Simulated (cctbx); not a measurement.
# K3RbAg2 across an absorption edge

Space group P6_3/mmc (no. 194), a = 8.0720 Å, b = 8.0720 Å, c = 13.1590 Å, α = 90.00°, β = 90.00°, γ = 120.00°.

| atom | mult. | x | y | z | Ueq (Å²) |
| --- | --- | --- | --- | --- | --- |
| Ag1 | 4 | 2/3 | 1/3 | 0.9371 | 0.0039 |
| Rb1 | 2 | 0 | 0 | 1/2 | 0.0029 |
| K1 | 6 | 0.6661 | 0.8330 | 3/4 | 0.0064 |

The model is made up (kin elements in a known structure type, no relaxation), so it says nothing on whether the phase exists.

Calculated with cctbx: free-atom f′ and f″ from the Sasaki tables, no fine structure; amplitudes in electrons.

```csv
E (eV),F 0 1 4,F 0 2 3,F 0 1 3,F 1 1 0
14600,71.0,48.2,159.5,194.7
14950,69.3,48.1,159.3,192.9
15080,67.9,48.1,159.3,191.4
15140,66.6,48.0,159.2,190.0
15170,65.2,48.0,159.2,188.6
15185,63.8,48.0,159.2,187.2
15192,62.6,48.0,159.2,186.0
15196,61.3,48.0,159.2,184.7
15204,61.1,48.0,159.2,184.3
15208,62.7,48.0,159.2,186.0
15215,64.1,48.0,159.2,187.4
15230,65.6,48.0,159.2,188.9
15260,67.1,48.0,159.2,190.4
15350,69.0,48.0,159.2,192.3
15600,71.1,47.9,159.0,194.3
```

**Question.** Which edge is crossed, and why do the reflections move as they do?

The K edge of Rb. The edge is at 15200 eV. f′ of Rb falls from -4.4 e at 15080 eV to -7.7 e at 4 eV below it, and f″ steps from 0.51 to 3.78 e across it. Over that approach |F| changes by -10 % (0 1 4), -0 % (0 2 3), -0 % (0 1 3) and -4 % (1 1 0): a reflection falls where Rb scatters in phase with the total and rises where it scatters against it; it hardly moves where the Rb term is small or cancels by symmetry. Above the edge the larger f″ enters the imaginary part, where it can add to or cancel the other atoms' f″. The structure is centrosymmetric, so Friedel mates stay equal.

[Logs are printed without paths, hosts, clocks, repeated set-up lines and the standing remarks that a program may print on its own settings, such as how far it seeks lower states.]
